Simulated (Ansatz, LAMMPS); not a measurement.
# Convergence of a linear-scaling basis for amorphous trans-polyacetylene (as short chains C28H32) at 250 K (360 atoms), part 2 of 2

Aim: test how closely localised support functions follow the reference on amorphous trans-polyacetylene (as short chains C28H32) at 250 K (360 atoms), and at what cost. A setting counts as converged where the r.m.s. difference of forces stays under 1 % of the r.m.s. force.

Ansatz 0.2.0; Kohn-Sham DFT, PBE+D3(BJ), PAW (set soft_2), plane waves.

The cell: 168 C and 192 H. The network of contacts between molecules at the start is that of the classical potential that made the cell. The density was typed from a rule of thumb and may lie off the real one at this temperature. Sampling is at Γ alone, for a cell whose shortest periodic width is 15 Å.

So far. Step 3 (Plane-wave single point): Mean Löwdin charges: C -0.14, H +0.18 e (they miss 1.2 % of the electrons, so they add up to more than the cell's charge). The largest share in the top eV of filled states is C p (97 % of the projected weight), and in the lowest eV of empty states C p (96 % of the projected weight).

## Step 4: Structure statistics

These statistics describe the geometry on which the runs were made.

Density 1.08 g/cm³, 9.480 Å³ an atom.

Pair distribution functions g(r), in bins of 0.1 Å:

| r (Å) | total | H-H | H-C | C-C |
| --- | --- | --- | --- | --- |
| 0.95 | 0.00 | 0.00 | 0.00 | 0.00 |
| 1.05 | 4.71 | 0.00 | 9.45 | 0.00 |
| 1.15 | 2.12 | 0.00 | 4.25 | 0.00 |
| 1.25 | 0.10 | 0.00 | 0.00 | 0.47 |
| 1.35 | 1.96 | 0.00 | 0.00 | 9.01 |
| 1.45 | 1.47 | 0.00 | 0.00 | 6.73 |
| 1.55 | 0.02 | 0.00 | 0.00 | 0.08 |
| 1.65 | 0.06 | 0.21 | 0.00 | 0.00 |
| 1.75 | 0.26 | 0.90 | 0.00 | 0.00 |
| 1.85 | 0.15 | 0.52 | 0.00 | 0.00 |
| 1.95 | 0.10 | 0.08 | 0.15 | 0.00 |
| 2.05 | 1.20 | 0.39 | 2.20 | 0.00 |
| 2.15 | 2.03 | 0.86 | 3.59 | 0.00 |
| 2.25 | 0.55 | 0.93 | 0.56 | 0.04 |
| 2.35 | 0.89 | 1.83 | 0.02 | 1.65 |
| 2.45 | 1.33 | 1.82 | 0.18 | 3.32 |
| 2.55 | 0.87 | 1.43 | 0.87 | 0.12 |
| 2.65 | 1.23 | 1.22 | 1.78 | 0.00 |
| 2.75 | 0.82 | 0.76 | 1.21 | 0.00 |
| 2.85 | 0.70 | 0.91 | 0.89 | 0.00 |
| 2.95 | 0.81 | 1.08 | 0.89 | 0.29 |
| 3.05 | 0.96 | 1.68 | 0.87 | 0.23 |
| 3.15 | 0.83 | 1.35 | 0.84 | 0.14 |
| 3.25 | 0.84 | 0.83 | 1.11 | 0.22 |
| 3.35 | 0.83 | 0.61 | 1.12 | 0.46 |
| 3.45 | 0.87 | 0.87 | 1.01 | 0.53 |
| 3.55 | 0.90 | 0.86 | 0.88 | 0.98 |
| 3.65 | 1.13 | 1.00 | 1.02 | 1.53 |
| 3.75 | 1.11 | 0.88 | 0.93 | 1.84 |
| 3.85 | 0.91 | 0.85 | 0.93 | 0.96 |
| 3.95 | 1.05 | 0.87 | 1.10 | 1.18 |
| 4.05 | 1.08 | 0.89 | 1.23 | 0.98 |
| 4.15 | 1.02 | 0.96 | 1.06 | 1.03 |
| 4.25 | 1.10 | 1.00 | 1.08 | 1.30 |
| 4.35 | 1.04 | 1.00 | 0.97 | 1.27 |
| 4.45 | 1.11 | 1.19 | 0.99 | 1.27 |
| 4.55 | 1.13 | 1.27 | 1.00 | 1.22 |
| 4.65 | 1.13 | 1.21 | 0.97 | 1.39 |
| 4.75 | 1.17 | 1.25 | 0.99 | 1.47 |
| 4.85 | 1.20 | 1.18 | 1.05 | 1.59 |
| 4.95 | 1.13 | 0.95 | 1.21 | 1.17 |
| 5.05 | 0.95 | 0.71 | 1.00 | 1.12 |
| 5.15 | 0.94 | 0.88 | 0.95 | 0.99 |
| 5.25 | 0.97 | 0.88 | 0.95 | 1.12 |

Bonds by pair of elements; cutoffs follow the first minimum of g(r), held within bounds set by covalent radii, and pairs that aren't listed don't count as bonded:

| pair A-B | cutoff (Å) | bonds | mean length (Å) | spread (Å) | shortest (Å) | B about A | A about B |
| --- | --- | --- | --- | --- | --- | --- | --- |
| H-C | 1.34 | 192 | 1.09 | 0.027 | 1.01 | 1 | 1.14 |
| C-C | 1.85 | 162 | 1.39 | 0.058 | 1.29 | 1.93 | 1.93 |

How many atoms have how many bonded neighbours:

| element | mean | 1 | 3 | 4 |
| --- | --- | --- | --- | --- |
| C | 3.07 | 0 | 156 | 12 |
| H | 1 | 192 | 0 | 0 |

Bond angles, per cent of each kind in bins of 5°:

| angle (°) | C-C-H | C-C-C | H-C-H |
| --- | --- | --- | --- |
| 100–105 | 0.6 | 0.0 | 19.4 |
| 105–110 | 5.5 | 0.0 | 36.1 |
| 110–115 | 20.1 | 1.9 | 38.9 |
| 115–120 | 40.5 | 17.9 | 5.6 |
| 120–125 | 30.2 | 59.6 | 0.0 |
| 125–130 | 3.2 | 19.9 | 0.0 |
| 130–135 | 0.0 | 0.6 | 0.0 |

Bond angles (no mean is given where the spread exceeds 20°):

| angle | count | mean (°) | spread (°) |
| --- | --- | --- | --- |
| C-C-H | 348 | 118 | 4.6 |
| C-C-C | 156 | 122 | 3.2 |
| H-C-H | 36 | 109 | 4.1 |

Bond length by coordination (bonds to H left out):

| element | coordination | atoms | mean bond length (Å) |
| --- | --- | --- | --- |
| C | 3 | 156 | 1.38 |
| C | 4 | 12 | 1.47 |

By these cutoffs 93 % of C atoms have 3 and all H atoms have 1 bonded neighbour. The C-C-H angle averages 118° with a spread of 5°.

A closer look about C143, picked at random: 14 atoms, nearest first, numbered in the order of the input, with positions taken from that point.

| atom | x | y | z | distance (Å) | bonds | Löwdin charge (e) | Fx | Fy | Fz (eV/Å) |
| --- | --- | --- | --- | --- | --- | --- | --- | --- | --- |
| C143 | 0.00 | 0.00 | 0.00 | 0.00 | 3 | -0.09 | -2.29 | 0.22 | 0.40 |
| H173 | -0.92 | 0.35 | 0.59 | 1.15 | 1 | 0.16 | 1.26 | -0.59 | -0.71 |
| C142 | 1.14 | -0.25 | 0.62 | 1.32 | 3 | -0.13 | 0.59 | 0.47 | 3.42 |
| C144 | -0.10 | -0.12 | -1.38 | 1.39 | 3 | -0.13 | 0.68 | 0.07 | 0.59 |
| H174 | 0.81 | -0.36 | -1.89 | 2.09 | 1 | 0.18 | 0.50 | -0.38 | -0.63 |
| H172 | 2.06 | -0.50 | 0.11 | 2.12 | 1 | 0.18 | 0.22 | -0.17 | -0.33 |
| C145 | -1.18 | 0.28 | -2.03 | 2.36 | 3 | -0.12 | -0.23 | 0.79 | -1.02 |
| C141 | 1.18 | -0.12 | 2.08 | 2.39 | 3 | -0.11 | 0.13 | -0.31 | -1.94 |
| H175 | -1.99 | 0.67 | -1.48 | 2.56 | 1 | 0.20 | -1.17 | 0.50 | 0.87 |
| H171 | 0.21 | -0.08 | 2.60 | 2.61 | 1 | 0.18 | 0.60 | 0.17 | -0.02 |
| H353 | -0.04 | 2.65 | -0.95 | 2.81 | 1 | 0.20 | 1.13 | -0.94 | 0.18 |
| H355 | 0.88 | 2.55 | 1.41 | 3.04 | 1 | 0.18 | 0.38 | -0.56 | -0.40 |
| C245 | -0.03 | -3.32 | 0.00 | 3.32 | 3 | -0.10 | -2.84 | -0.74 | 0.84 |
| H275 | -1.02 | -3.12 | -0.49 | 3.32 | 1 | 0.17 | 0.91 | 0.13 | 0.22 |

The column of bonds counts only the pairs H-C within 1.34 Å, C-C within 1.85 Å; other neighbours, such as metal atoms beside each other in a compound, aren't counted, and periodic images can show an atom twice.

## Step 5: Support functions medium

The cell is solved in localised support functions.

This step: Kohn-Sham DFT, PBE+D3(BJ), PAW (set soft_2), localised support functions (medium) (Ansatz 0.2.0).

File input.yaml:

```yaml
crystal:
  lattice:
    - [15.05568, 0.0, 0.0]
    - [0.0, 15.05568, 0.0]
    - [0.0, 0.0, 15.05568]
  atoms:
    [... the 360 atom lines of step 3 ...]
kpoints:
  mp_grid: { grid: [1, 1, 1] }
hamiltonian:
  xc: pbe
  dispersion: d3bj
scf:
  occupations: { method: gaussian, width: 0.05 }
  eigensolver: { kind: { support_functions: { accuracy: medium } } }
  mixing: { beta: 0.4 }
  max_iter: 150
output:
  forces: true
  eigenvalues: true
```

Launch:

```
$ ansatz run input.yaml --threads 8 --pin off --max-ram 15872MiB --backend cpu --events-out ev --progress --plain --runs-dir out
```

Numbers of over 12 decimals in the logs are rounded to 6 here.

Log:

```text
Warning: scf.eigensolver.kind.support_functions: disabling space-group detection — the functions' gradient is summed over unrotated k-points, so no spatial operation reduces the k-mesh or symmetrises the density; time reversal is kept, so that k and −k are solved as one point where they differ and the mesh holds both, and exact exchange and, on two spinor components, a DFT+U term hold to it where the run has them: [...]
settings of this run that can trade accuracy for cost: scf.eigensolver.kind.support_functions [...]
[...]
Crystal: 360 atoms, lattice volume = 3412.724 Å³
Basis set: ecut = 420 eV, 66635 PW (Γ), exchange–correlation on 216×216×216 points (8 copies of the dense FFT grid, shifted against one another)
Bands: 519, of which v1, the nominal top of the filled ones, is band 432 counted from 1 (431 counted from 0)
Symmetry: 1 space group operations
k-points: 1
[...]
SCF iter   1: F=—  HF=-45309.436480 eV  |F-HF|=—  |Δ(HF+E_count)|=         —  Δρ=1.24e-1  dr2=6.20e2  ethr=1.00e-1
[...]
SCF iter  14: F=—  HF=-45206.813879 eV  |F-HF|=—  |Δ(HF+E_count)|=   1.10e-3  Δρ=1.63e-5  dr2=1.18e-5  ethr=4.19e-9  κ⁻¹=7.3e-6(r=7)
SCF iter  15: F=-45206.813890 eV  HF=-45206.813888 eV  |F-HF|=2.17e-6  |Δ(HF+E_count)|=   8.63e-6  Δρ=8.62e-6  dr2=3.87e-6  ethr=1.37e-9
SCF 1 converged in 15 iterations: F = -45206.830008 eV  dr2 = 3.87e-6
[...]
SCF converged after 15 iterations
Stability not checked: this state was not tested for a lower state beside it, because the mixer in use, unlike msr1, does not test its closes by its own steps (another_mixer; see scf.mixing.algorithm and scf.lower_state_search)
Free energy (F): -45206.830008 eV
[...]
Internal energy: -45206.830008 eV  (E = F + TS)
E sigma→0 (E₀):  -45206.830008 eV
Fermi energy:    1.929392 eV
[...]
Σ components = -45206.830008   (vs F -45206.830008, Δ=0.00e0)
--- Forces (eV/Å), atoms counted from 1 ---
  atom   1  C     -0.83136890     1.83225486     1.36950311
  atom   2  C      0.05395910     0.67925819    -1.08441933
  atom   3  C     -1.53765764    -1.28130043    -1.27198515
  atom   4  C     -0.78440208     2.03631179     1.53494844
[...]
atom 360  H      0.05252384     0.84993418    -0.78737685
  max |Σ_I F_I| component: 1.89e-2 eV/Å
--- Band table (eV) ---
[...]
```

Run time: 86 s. Hardware: 8 threads of Arm Neoverse V2, shared host; peak memory 5.9 GiB; 11 min of CPU time.

The program notes that the band table was not solved further than the SCF left it and it switched symmetry off.

Keys that differ from the reference: support_functions.accuracy = "medium", scf.max_iter = 150 and scf.mixing.beta = 0.4.

Forces differ from the reference by 5.0 meV/Å r.m.s., 0.53 % of their size, within a tolerance of 1 %; the energy by -3.4 meV/atom.

## Step 6: The ladder side by side

Differences are against the plane-wave reference (Kohn-Sham DFT, PBE+D3(BJ), PAW (set soft_2), plane waves), whose r.m.s. force component is 0.934 eV/Å. Energies are set beside the reference only for runs with its functional, potentials and electron count. Times are for 8 threads of Arm Neoverse V2, shared host. The reference's time includes the DOS, the stress and grids, which some other runs skip.

| run | Δ force, r.m.s. (meV/Å) | share of r.m.s. force (%) | Δ energy (meV/atom) | Δ gap (eV) | cycles | time | host memory (GiB) |
| --- | --- | --- | --- | --- | --- | --- | --- |
| reference | - | - | - | - | 11 | 76 s | 6.0 |
| support functions medium | 4.97 | 0.532 | -3.43 | 2.0e-4 | 15 | 86 s | 5.9 |

## Step 7: Results

```json
{"free energy per atom": "-125.5711 eV/atom", "pressure": "5.513 GPa", "r.m.s. force component": "0.9342 eV/Å", "gap (highest filled to lowest empty level)": "1.145 eV", "wall time of the 2 DFT runs": "2.7 min"}
```

What this shows: Against plane waves at 420 eV, the forces differ by 5.0 meV/Å (0.53 %) with support functions medium. Differences between support functions and plane waves include what basis error the plane-wave run still has.

Between filled and empty levels lie 1.14 eV (at Γ alone); a semilocal functional tends to put such gaps too low. It is the spacing of short capped chains, not of the long polymer. In a disordered cell it changes from sample to sample, and tail or defect levels can set it. By these cutoffs 93 % of C atoms have 3 and all H atoms have 1 bonded neighbour.

**Limits.** The force components of 0.93 eV/Å r.m.s. come partly from thermal motion and partly from the difference between the classical potential and DFT, above all in bond lengths inside molecules. The stress is far from hydrostatic: its diagonal is 4.0, 4.3, 8.2 GPa, compression counted positive. The pressure of 5.5 GPa is that of one thermal frame, in which the classical model's bond lengths enter as well as the volume, without the kinetic term and with the strain of bonds inside molecules.

[Logs are printed without paths, hosts, clocks, repeated set-up lines and the standing remarks that a program may print on its own settings, such as how far it seeks lower states.]

[Hosts, paths, dates, database ids (printed as entryN), source tags and the programs' standing remarks are cut or masked in the printed files.]
